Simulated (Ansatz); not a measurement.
# A hypothetical structure for V2Ga4Pt

This structure for V2Ga4Pt is made up. Its elements were placed in a known structure type with a cell scaled to their sizes. What cell does the guess relax to, and how far off was it?

Method: DFT, PBE, plane-wave PAW, files of the set soft_1, scalar-relativistic, ferromagnetic start, cell and ions relaxed at zero pressure; PAW set soft_1, in the first sound run; inputs show where later runs differ, in Ansatz 0.2.0.

## (1) Set-up

Symmetry: I4/mmm, No. 139, tetragonal system. Conventional cell: a = 6.275 Å, b = 6.275 Å, c = 5.091 Å, α = 90.00°, β = 90.00°, γ = 90.00°. Nearest to Pt lie 4 Ga at 2.70 Å. Nearest to Ga lie 4 Ga at 2.46 to 2.72 Å and 4 V at 2.60 Å and 1 Pt at 2.70 Å. Nearest to V lie 2 V at 2.55 Å and 8 Ga at 2.60 Å. Farther neighbours are not listed.

## (2) Relaxation of the guess

The guess takes its coordinates from another compound and its volume from a rule, so the cell and any free coordinates are relaxed together.

The input, input.yaml:

```yaml
crystal:
  lattice:
    - [-3.1375, 3.1375, 2.5455]
    - [3.1375, -3.1375, 2.5455]
    - [3.1375, 3.1375, -2.5455]
  atoms:
    - { symbol: Pt, position: [0.0, 0.0, 0.0] }
    - { symbol: Ga, position: [0.6961, 0.3039, 0.0] }
    - { symbol: Ga, position: [0.3039, 0.6961, 0.0] }
    - { symbol: Ga, position: [0.6961, 0.6961, 0.3922] }
    - { symbol: Ga, position: [0.3039, 0.3039, 0.6078] }
    - { symbol: V, position: [0.25, 0.75, 0.5], spin: 2.0 }
    - { symbol: V, position: [0.75, 0.25, 0.5], spin: 2.0 }
magnetization:
  spin_polarized: true
kpoints:
  mp_grid: { grid: [7, 7, 7] }
scf:
  occupations: { method: fermi_dirac, width: 0.05 }
hamiltonian:
  xc: pbe
  pseudopotentials: { kind: paw, azcp: { folder: soft_1 } }
relax:
  f_tol: 0.015
  max_steps: 70
  cell: {}
output:
  forces: true
  stress: true
```

Started as:

```console
$ ansatz run input.yaml --threads 4 --pin off --max-ram 10240MiB --backend cpu --events-out ev --progress --plain --runs-dir out
```

Numbers of over 12 decimals in the logs are rounded to 6 here.

Log:

```text
Engine: ansatz 0.2.0, aarch64-unknown-linux-gnu
Pseudopotentials: kind: paw
Pseudopotential: Pt, paw, valence charge 18, recommended cutoff 420 eV (normal), soft_1/Pt.paw.azcp
Pseudopotential: Ga, paw, valence charge 13, recommended cutoff 420 eV (normal), soft_1/Ga.paw.azcp
Pseudopotential: V, paw, valence charge 13, recommended cutoff 420 eV (normal), soft_1/V.paw.azcp
Functional definition: PBE
  parameter kappa = 0.804
  parameter beta = 0.066725
  exchange = pbe_x(kappa = kappa, mu = beta*pi^2/3)
  correlation = pbe_c(beta = beta)
Crystal: 7 atoms, lattice volume = 100.231 Å³
Basis set: ecut = 420 eV, 1945 PW (Γ), exchange–correlation on 72×72×72 points (8 copies of the dense FFT grid, shifted against one another)
Bands: 60, of which v1, the nominal top of the filled ones, is band 48 counted from 1 (47 counted from 0)
Symmetry: 16 space group operations
Space group: I4/mmm (ITA 139), of the structure as read, at distance tolerance 4.6e-5 Å
Magnetic group: BNS 139.531 (UNI 1191), of the structure as read, at distance tolerance 4.6e-5 Å
k-points: 40 of 343
Non-local potential: Pt, projectors of the file, l = 0: 3, l = 1: 2, l = 2: 2, l = 3: 1
Non-local potential: Ga, projectors of the file, l = 0: 2, l = 1: 2, l = 2: 3, l = 3: 1
Non-local potential: V, projectors of the file, l = 0: 3, l = 1: 2, l = 2: 3, l = 3: 1
PAW form: soft (Blöchl's): semilocal exchange-correlation on the pseudo side does not see the compensation charge
PAW one-centre angular grid: Pt, 590 points (default); XC on 64 Gauss nodes
PAW one-centre angular grid: Ga, 590 points (default); XC on 64 Gauss nodes
PAW one-centre angular grid: V, 590 points (default); XC on 64 Gauss nodes
Initial density: superposition of atomic densities (chi_scale 0.1, normalization cell, long waves kept (reshape's long-wave potential 0.00 eV rms))
Starting moments: Σ|m| = 4 μB on 2 of 7 sites
Initial wavefunctions: pseudopotential atomic-orbital guess
Functional: x = pbe(κ = 0.804, μ = 0.219515), c = pbe(β = 0.066725)
SCF iter   1: F=—  HF=-33485.754639 eV  |F-HF|=—  |Δ(HF+E_count)|=         —  Δρ=1.06e-1 (↑9.76e-2 ↓1.06e-1)  dr2=9.97e1  dr2_m=2.21e-1  M=2.763 μB ∫|m|=3.334 μB  β_m=0.30  ethr=3.10e-3  ⟨swp⟩=5.8  Hψ=15380  notcnv=0  defer=20
Mixer restart at iter 1: flushing history
preconditioner: auto → Kerker (q_TF=auto, 2.709 Å⁻¹)  [metal: Δε(μ)=0.021 eV  Ē_g=13.449 eV  σ=0.050 eV  W_gap=0.10  n_scr=34 (ndim 8)  ℏωp=31.5 eV  f_vac=0.000  D(μ)=5.22/eV (n_scr^D=46)]
spin=Collinear: Kerker preconditioning applied to the charge; magnetization (m = ρ↑ − ρ↓) channel mixes plain (no charge-response kernel on spin).
SCF iter   2: F=—  HF=-33481.974138 eV  |F-HF|=—  |Δ(HF+E_count)|=    3.78e0  Δρ=3.81e-2 (↑2.96e-2 ↓3.81e-2)  dr2=8.23e0  dr2_m=3.35e-1  M=2.678 μB ∫|m|=3.166 μB  β_m=0.35  ethr=3.10e-3  ⟨swp⟩=3.1  Hψ=10530  notcnv=0  defer=183
SCF iter   3: F=—  HF=-33481.936360 eV  |F-HF|=—  |Δ(HF+E_count)|=   3.78e-2  Δρ=2.58e-2 (↑1.99e-2 ↓2.58e-2)  dr2=2.97e0  dr2_m=2.01e-1  M=2.490 μB ∫|m|=2.967 μB  β_m=0.67  ethr=3.10e-3  ⟨swp⟩=2.0  Hψ=6367  notcnv=0  defer=239
SCF iter   4: F=—  HF=-33481.494501 eV  |F-HF|=—  |Δ(HF+E_count)|=   4.42e-1  Δρ=1.78e-2 (↑1.78e-2 ↓7.92e-3)  dr2=3.16e-1  dr2_m=7.76e-2  M=1.708 μB ∫|m|=2.139 μB  β_m=0.61  ethr=3.09e-3  ⟨swp⟩=2.6  Hψ=7013  notcnv=0  defer=248
SCF iter   5: F=—  HF=-33481.605453 eV  |F-HF|=—  |Δ(HF+E_count)|=   1.11e-1  Δρ=1.36e-2 (↑1.36e-2 ↓5.68e-3)  dr2=3.79e-1  dr2_m=4.14e-2  M=1.382 μB ∫|m|=1.773 μB  β_m=0.80  ethr=3.29e-4  ⟨swp⟩=2.9  Hψ=9770  notcnv=0  defer=229
SCF iter   6: F=—  HF=-33481.914998 eV  |F-HF|=—  |Δ(HF+E_count)|=   3.10e-1  Δρ=8.22e-3 (↑8.22e-3 ↓5.28e-3)  dr2=1.02e-1  dr2_m=2.90e-2  M=1.101 μB ∫|m|=1.425 μB  β_m=0.83  ethr=3.29e-4  ⟨swp⟩=2.8  Hψ=9105  notcnv=0  defer=229
SCF iter   7: F=—  HF=-33482.049704 eV  |F-HF|=—  |Δ(HF+E_count)|=         —  Δρ=1.76e-2 (↑1.76e-2 ↓1.34e-2)  dr2=5.77e-2  dr2_m=2.17e-1  M=0.264 μB ∫|m|=0.437 μB  β_m=0.83  ethr=1.06e-4  ⟨swp⟩=2.1  Hψ=9140  notcnv=0  defer=232
Mixer restart at iter 7: flushing history
SCF iter   8: F=—  HF=-33482.017847 eV  |F-HF|=—  |Δ(HF+E_count)|=   3.19e-2  Δρ=8.00e-3 (↑4.60e-3 ↓8.00e-3)  dr2=2.38e-2  dr2_m=3.21e-2  M=0.122 μB ∫|m|=0.210 μB  β_m=0.91  ethr=6.01e-5  ⟨swp⟩=2.0  Hψ=9036  notcnv=0  defer=232
SCF iter   9: F=—  HF=-33482.026825 eV  |F-HF|=—  |Δ(HF+E_count)|=   8.98e-3  Δρ=3.84e-3 (↑3.84e-3 ↓1.95e-3)  dr2=1.34e-2  dr2_m=4.48e-3  M=0.047 μB ∫|m|=0.085 μB  β_m=0.87  ethr=2.48e-5  ⟨swp⟩=2.3  Hψ=9816  notcnv=0  defer=209
SCF iter  10: F=—  HF=-33482.018087 eV  |F-HF|=—  |Δ(HF+E_count)|=   8.74e-3  Δρ=5.96e-4 (↑5.36e-4 ↓5.96e-4)  dr2=8.29e-4  dr2_m=8.30e-5  M=0.010 μB ∫|m|=0.020 μB  β_m=0.72  ethr=1.40e-5  ⟨swp⟩=2.0  Hψ=9248  notcnv=0  defer=221
SCF iter  11: F=—  HF=-33482.017499 eV  |F-HF|=—  |Δ(HF+E_count)|=   5.88e-4  Δρ=2.52e-4 (↑1.37e-4 ↓2.52e-4)  dr2=1.60e-4  dr2_m=2.20e-5  M=0.006 μB ∫|m|=0.012 μB  β_m=0.83  ethr=8.64e-7  ⟨swp⟩=2.0  Hψ=7689  notcnv=0  defer=221
SCF iter  12: F=—  HF=-33482.017502 eV  |F-HF|=—  |Δ(HF+E_count)|=   2.74e-6  Δρ=1.29e-4 (↑1.28e-4 ↓1.29e-4)  dr2=8.22e-5  dr2_m=1.44e-7  M=0.000 μB ∫|m|=0.001 μB  β_m=0.91  ethr=1.67e-7  ⟨swp⟩=2.0  Hψ=8084  notcnv=0  defer=221
SCF iter  13: F=—  HF=-33482.017520 eV  |F-HF|=—  |Δ(HF+E_count)|=   1.75e-5  Δρ=8.20e-5 (↑8.20e-5 ↓4.50e-5)  dr2=2.32e-5  dr2_m=6.35e-7  M=0.000 μB ∫|m|=0.001 μB  β_m=0.96  ethr=8.56e-8  ⟨swp⟩=2.0  Hψ=5287  notcnv=0  defer=221
SCF iter  14: F=—  HF=-33482.017521 eV  |F-HF|=—  |Δ(HF+E_count)|=   8.77e-7  Δρ=2.40e-5 (↑2.40e-5 ↓1.05e-5)  dr2=1.22e-6  dr2_m=6.54e-8  M=0.000 μB ∫|m|=0.000 μB  β_m=0.80  ethr=2.42e-8  ⟨swp⟩=2.0  Hψ=5321  notcnv=0  defer=221
SCF iter  15: F=—  HF=-33482.017520 eV  |F-HF|=—  |Δ(HF+E_count)|=   1.54e-7  Δρ=3.45e-6 (↑3.38e-6 ↓3.45e-6)  dr2=3.99e-8  dr2_m=1.03e-9  M=0.000 μB ∫|m|=0.000 μB  β_m=0.90  ethr=1.28e-9  ⟨swp⟩=2.0  Hψ=8273  notcnv=0  defer=221
SCF iter  16: F=—  HF=-33482.017520 eV  |F-HF|=—  |Δ(HF+E_count)|=   1.17e-8  Δρ=5.01e-7 (↑4.49e-7 ↓5.01e-7)  dr2=6.57e-10  dr2_m=4.92e-11  M=0.000 μB ∫|m|=0.000 μB  β_m=0.95  ethr=4.15e-11  ⟨swp⟩=2.1  Hψ=8302  notcnv=0  defer=221
SCF iter  17: F=-33482.017520 eV  HF=-33482.017520 eV  |F-HF|=2.84e-10  |Δ(HF+E_count)|=  2.98e-10  Δρ=2.61e-7 (↑2.07e-7 ↓2.61e-7)  dr2=3.17e-10  dr2_m=4.55e-12  M=0.000 μB ∫|m|=0.000 μB  ethr=1.00e-12  ⟨swp⟩=1.0  Hψ=10069  notcnv=0
[...]
relax step   4: F+E_penalty+E_count = -33482.60532553 eV  Δ(F+E_penalty+E_count) = -8.502e-3 eV  max|allowed force component| = 1.530e-2 eV/Å  Δτ_max = 0.0155 Å  P = +0.266 GPa  Ω = 107.836 Å³  energy of the carried Pulay correction = -4.599e-3 eV  (9 SCF iters, dr2 threshold 7.00e-7 eV, accepted)
[...]
relax step   5: F+E_penalty+E_count = -33482.60594214 eV  Δ(F+E_penalty+E_count) = -6.166e-4 eV  max|allowed force component| = 2.000e-3 eV/Å  Δτ_max = 0.0039 Å  P = +0.041 GPa  Ω = 108.074 Å³  energy of the carried Pulay correction = -4.737e-3 eV  (7 SCF iters, dr2 threshold 4.69e-7 eV, accepted)
[...]
relax step   6: F+E_penalty+E_count = -33482.60594660 eV  Δ(F+E_penalty+E_count) = -4.469e-6 eV  max|allowed force component| = 1.390e-4 eV/Å  Δτ_max = 0.0002 Å  P = -0.003 GPa  Ω = 108.113 Å³  energy of the carried Pulay correction = -4.760e-3 eV  (9 SCF iters, dr2 threshold 3.35e-8 eV, accepted)
Initial wavefunctions: pseudopotential atomic-orbital guess (no wavefunctions were taken with the density)
iter 1 solved again at ethr=6.16e-8 eV; its pass at ethr=3.10e-3 eV (dr2=5.91e-5 eV) is discarded
SCF iter   1: F=—  HF=-33482.605231 eV  |F-HF|=—  |Δ(HF+E_count)|=         —  Δρ=6.27e-4 (↑6.27e-4 ↓6.27e-4)  dr2=4.73e-5  dr2_m=1.07e-12  M=-0.000 μB ∫|m|=0.000 μB  β_m=0.65  ethr=6.16e-8  ⟨swp⟩=3.0  Hψ=27368  notcnv=0
spin=Collinear: Kerker preconditioning applied to the charge; magnetization (m = ρ↑ − ρ↓) channel mixes plain (no charge-response kernel on spin).
SCF iter   2: F=—  HF=-33482.609906 eV  |F-HF|=—  |Δ(HF+E_count)|=   4.68e-3  Δρ=2.32e-4 (↑2.32e-4 ↓2.32e-4)  dr2=1.22e-5  dr2_m=4.21e-13  M=-0.000 μB ∫|m|=0.000 μB  β_m=0.57  ethr=4.92e-8  ⟨swp⟩=2.0  Hψ=7352  notcnv=0
SCF iter   3: F=—  HF=-33482.610526 eV  |F-HF|=—  |Δ(HF+E_count)|=   6.19e-4  Δρ=7.00e-5 (↑7.00e-5 ↓7.00e-5)  dr2=7.25e-7  dr2_m=1.54e-13  M=-0.000 μB ∫|m|=0.000 μB  β_m=0.57  ethr=1.27e-8  ⟨swp⟩=2.0  Hψ=6534  notcnv=0
SCF iter   4: F=—  HF=-33482.610591 eV  |F-HF|=—  |Δ(HF+E_count)|=   6.52e-5  Δρ=8.50e-6 (↑8.49e-6 ↓8.50e-6)  dr2=4.50e-7  dr2_m=5.22e-14  M=-0.000 μB ∫|m|=0.000 μB  β_m=0.78  ethr=7.55e-10  ⟨swp⟩=2.0  Hψ=7676  notcnv=0
SCF iter   5: F=—  HF=-33482.610592 eV  |F-HF|=—  |Δ(HF+E_count)|=   1.17e-6  Δρ=5.86e-6 (↑5.86e-6 ↓5.86e-6)  dr2=3.94e-7  dr2_m=9.00e-15  M=-0.000 μB ∫|m|=0.000 μB  β_m=0.89  ethr=4.69e-10  ⟨swp⟩=2.0  Hψ=8236  notcnv=0
SCF iter   6: F=—  HF=-33482.610592 eV  |F-HF|=—  |Δ(HF+E_count)|=   1.68e-7  Δρ=2.44e-6 (↑2.44e-6 ↓2.43e-6)  dr2=2.98e-8  dr2_m=9.09e-15  M=-0.000 μB ∫|m|=0.000 μB  β_m=0.95  ethr=4.11e-10  ⟨swp⟩=2.1  Hψ=8581  notcnv=0
SCF iter   7: F=—  HF=-33482.610592 eV  |F-HF|=—  |Δ(HF+E_count)|=   3.99e-8  Δρ=7.46e-7 (↑7.46e-7 ↓7.46e-7)  dr2=2.91e-9  dr2_m=1.05e-15  M=-0.000 μB ∫|m|=0.000 μB  β_m=0.89  ethr=3.10e-11  ⟨swp⟩=2.0  Hψ=8662  notcnv=0
SCF iter   8: F=—  HF=-33482.610615 eV  |F-HF|=—  |Δ(HF+E_count)|=   2.28e-5  Δρ=5.45e-7 (↑5.45e-7 ↓5.45e-7)  dr2=1.51e-9  dr2_m=2.09e-16  M=-0.000 μB ∫|m|=0.000 μB  β_m=0.91  ethr=3.03e-12  ⟨swp⟩=2.0  Hψ=8664  notcnv=0
SCF iter   9: F=—  HF=-33482.610615 eV  |F-HF|=—  |Δ(HF+E_count)|=   2.38e-9  Δρ=2.03e-7 (↑2.03e-7 ↓2.02e-7)  dr2=7.96e-11  dr2_m=5.34e-17  M=-0.000 μB ∫|m|=0.000 μB  β_m=0.95  ethr=1.57e-12  ⟨swp⟩=2.0  Hψ=8666  notcnv=0
SCF iter  10: F=—  HF=-33482.610615 eV  |F-HF|=—  |Δ(HF+E_count)|=  5.46e-10  Δρ=5.57e-8 (↑5.56e-8 ↓5.57e-8)  dr2=1.30e-11  dr2_m=1.48e-17  M=-0.000 μB ∫|m|=0.000 μB  β_m=0.98  ethr=1.00e-12  ⟨swp⟩=2.0  Hψ=5380  notcnv=0
SCF iter  11: F=-33482.610615 eV  HF=-33482.610615 eV  |F-HF|=7.28e-12  |Δ(HF+E_count)|=  2.91e-11  Δρ=2.11e-8 (↑2.11e-8 ↓2.11e-8)  dr2=3.12e-12  dr2_m=1.09e-18  M=-0.000 μB ∫|m|=0.000 μB  ethr=1.00e-12  ⟨swp⟩=2.0  Hψ=12812  notcnv=0
the starting moments were not kept: the SCF closed with an absolute magnetisation of 4.1e-9 μB, where they sum to 4 μB in size (2 sites). That is at most 0.1 of that sum. Measured as dr2_m measures the in/out step, that magnetisation stands 3.1e-18 eV from none, at or under the dr2_threshold of 7.0e-11 eV: it is no larger than a step whose dr2_m would equal this threshold.
SCF 7 converged in 11 iterations: F = -33482.610615 eV  dr2 = 3.12e-12
relax step   7: F+E_penalty+E_count = -33482.61061497 eV  Δ(F+E_penalty+E_count) = -4.668e-3 eV  max|allowed force component| = 3.149e-4 eV/Å  Δτ_max = 0.0000 Å  P = -0.008 GPa  Ω = 108.113 Å³  stress off target by 1.44e-2 GPa  SCF on the basis re-selected at this cell (its energy is not comparable with the rows above)  (11 SCF iters)
basis re-selected at this cell: Δ(F+E_penalty+E_count) = -4.668e-3 eV, ΔP = -0.005 GPa vs the last step (what re-selecting the basis moved, of the pressure what is left beyond the Pulay correction that the steps carried, after the strain that the cell walked since its last selection, with what the two solves' SCF thresholds leave and, on support functions, any second-order correction that the steps lacked; it is no m [...]
SCF converged after 11 iterations
Magnetization: -0.0000 μB (48.0000 up, 48.0000 down)
Absolute magnetization: 0.0000 μB (∫|ρ↑−ρ↓|, with the PAW one-centre terms)
Spin contamination: 0.0000 ħ² per cell (⟨S²⟩ above its minimum at these occupations)
Per-site moments (μB) at R_I (Å): [(-2.514570520855798e-10, 1.066700), (7.053505702521703e-11, 1.066700), (7.053520033911337e-11, 1.066700), (7.053527601599654e-11, 1.066700), (7.053530105507564e-11, 1.066700), (-1.3213194262554672e-9, 1.088546), (-1.3213193303375913e-9, 1.088546)]
Free energy (F): -33482.610615 eV
Harris-Foulkes:  -33482.610615 eV  (|F-HF|=7.28e-12)
Internal energy: -33482.580875 eV  (E = F + TS)
E sigma→0 (E₀):  -33482.595745 eV
Entropy (-TS):   -0.029740 eV (-4.249 meV/atom)
Fermi energy:    14.636219 eV
--- Per-component energies (eV) ---
  E_band       = -539.060441
  E_kinetic    = 1640.694318
  E_local      = -8411.755664  (includes V_loc(G=0)·N_el)
  E_nonlocal   = -4.635443
  E_hartree    = 4695.586916
  E_xc         = -718.010826
  E_vxc        = -789.360491  (∫ρ·V_xc dr)
  E_paw        = -19698.165030  (= ΣΔE_a)
  E_vpaw       = -2365.179309  (= ΣTr[D̂ρ^β])
  E_aug_tail   = 0.002204  (compensation charges beyond the density's cutoff)
  E_ewald      = -10986.297351
  E_smearing   = -0.029740  (= −TS)
  E_closure    = 0.000000  (closes the sum)
  Σ components = -33482.610615   (vs F -33482.610615, Δ=0.00e0)
--- Forces (eV/Å), atoms counted from 1 ---
  atom   1  Pt    -0.00000000     0.00000000    -0.00000000
  atom   2  Ga    -0.00031493     0.00031493     0.00000000
  atom   3  Ga     0.00031493    -0.00031493     0.00000000
  atom   4  Ga     0.00031493     0.00031493     0.00000000
  atom   5  Ga    -0.00031493    -0.00031493     0.00000000
  atom   6  V      0.00000000     0.00000000     0.00000000
  atom   7  V     -0.00000000     0.00000000     0.00000000
  max |Σ_I F_I| component: 4.86e-17 eV/Å
--- Stress (GPa, compression-positive) ---
       -0.014379      -0.000000       0.000000
       -0.000000      -0.014379       0.000000
       -0.000000      -0.000000       0.004073
  P = ⅓ Tr σ = -0.0082 GPa (-0.082 kbar)
--- Relaxed structure (6 steps of the walk, 6 accepted, 1 SCFs on fresh bases) ---
  F+E_penalty+E_count = -33482.61061497 eV   max|allowed force component| = 3.149e-4 eV/Å   (the final SCF, on the basis selected at the relaxed cell)
  cell:  # Å, volume = 108.1129 Å³
    - [-3.195706, 3.195706, 2.646573]
    - [3.195706, -3.195706, 2.646573]
    - [3.195706, 3.195706, -2.646573]
  atoms:
    - { symbol: Pt, position: [4.732971350577017e-19, 5.92392763566355e-19, 1.0656898986240566e-18] }
    - { symbol: Ga, position: [0.713908, 0.286092, 0.0] }
    - { symbol: Ga, position: [0.286092, 0.713908, 0.0] }
    - { symbol: Ga, position: [0.713908, 0.713908, 0.427815] }
    - { symbol: Ga, position: [0.286092, 0.286092, 0.572185] }
    - { symbol: V, position: [0.250000, 0.75, 0.500000] }
    - { symbol: V, position: [0.75, 0.250000, 0.500000] }
```

Elapsed: 75 s, on 4 threads of Arm Neoverse V1, shared host; peak memory 0.77 GiB; 4.9 min of CPU time.

Relaxation path:

| step | energy less that of the first step (eV) | largest force component (eV/Å) | pressure (GPa) | volume (Å³) |
| --- | --- | --- | --- | --- |
| 1 | 0.0000 | 1.0198 | 9.06 | 100.23 |
| 2 | -0.4581 | 0.5173 | 1.18 | 105.86 |
| 3 | -0.5793 | 0.0929 | 0.92 | 107.04 |
| 4 | -0.5878 | 0.0153 | 0.27 | 107.84 |
| 5 | -0.5884 | 0.0020 | 0.04 | 108.07 |
| 6 | -0.5884 | 0.0001 | 0.00 | 108.11 |
| 7* | -0.5931 | 0.0003 | -0.01 | 108.11 |

Relaxation steps marked * repeat the geometry before them on a plane-wave basis chosen anew for their cell, so energy and pressure can jump there.

The run keeps the 16 symmetry operations that it works with, so distortions that break them were not tested.

| conventional cell, symmetrised | before | after | change |
| --- | --- | --- | --- |
| a (Å) | 6.275 | 6.391 | +1.9 % |
| b (Å) | 6.275 | 6.391 | +1.9 % |
| c (Å) | 5.091 | 5.293 | +4.0 % |
| volume (Å³/atom) | 14.32 | 15.44 | +7.9 % |

The atoms that moved most (Å, as changes of fractional coordinates times the final cell):

| atom | dx | dy | dz | length |
| --- | --- | --- | --- | --- |
| Ga2 | -0.114 | 0.114 | 0.000 | 0.161 |
| Ga3 | 0.114 | -0.114 | 0.000 | 0.161 |
| Ga4 | 0.114 | 0.114 | 0.000 | 0.161 |
| Ga5 | -0.114 | -0.114 | 0.000 | 0.161 |

Numbers from this step:

```
free energy             : -33482.6106 eV
energy at zero smearing : -33482.5957 eV
smearing term TS        : 0.02974 eV
Fermi energy            : 14.64 eV
electrons               : 96
symmetry operations     : 16
pressure                : -0.008228 GPa
```

Shortest distances by pair of elements, guess and relaxed (not always the same contact):

| pair | guess (Å) | relaxed (Å) |
| --- | --- | --- |
| Ga–Pt | 2.697 | 2.586 |
| Ga–V | 2.602 | 2.639 |
| V–V | 2.546 | 2.647 |
| Ga–Ga | 2.461 | 2.726 |
| Pt–V | 3.386 | 3.459 |

The relaxation ends with a largest force component of 3.2e-4 eV/Å and a pressure of -0.01 GPa. The starting moments have collapsed: the run ends non-magnetic.

(Part 1 of 2 ends here.)

[Logs are printed without paths, hosts, clocks, repeated set-up lines and the standing remarks that a program may print on its own settings, such as how far it seeks lower states.]

[Hosts, paths, dates, database ids (printed as entryN), source tags and the programs' standing remarks are cut or masked in the printed files.]
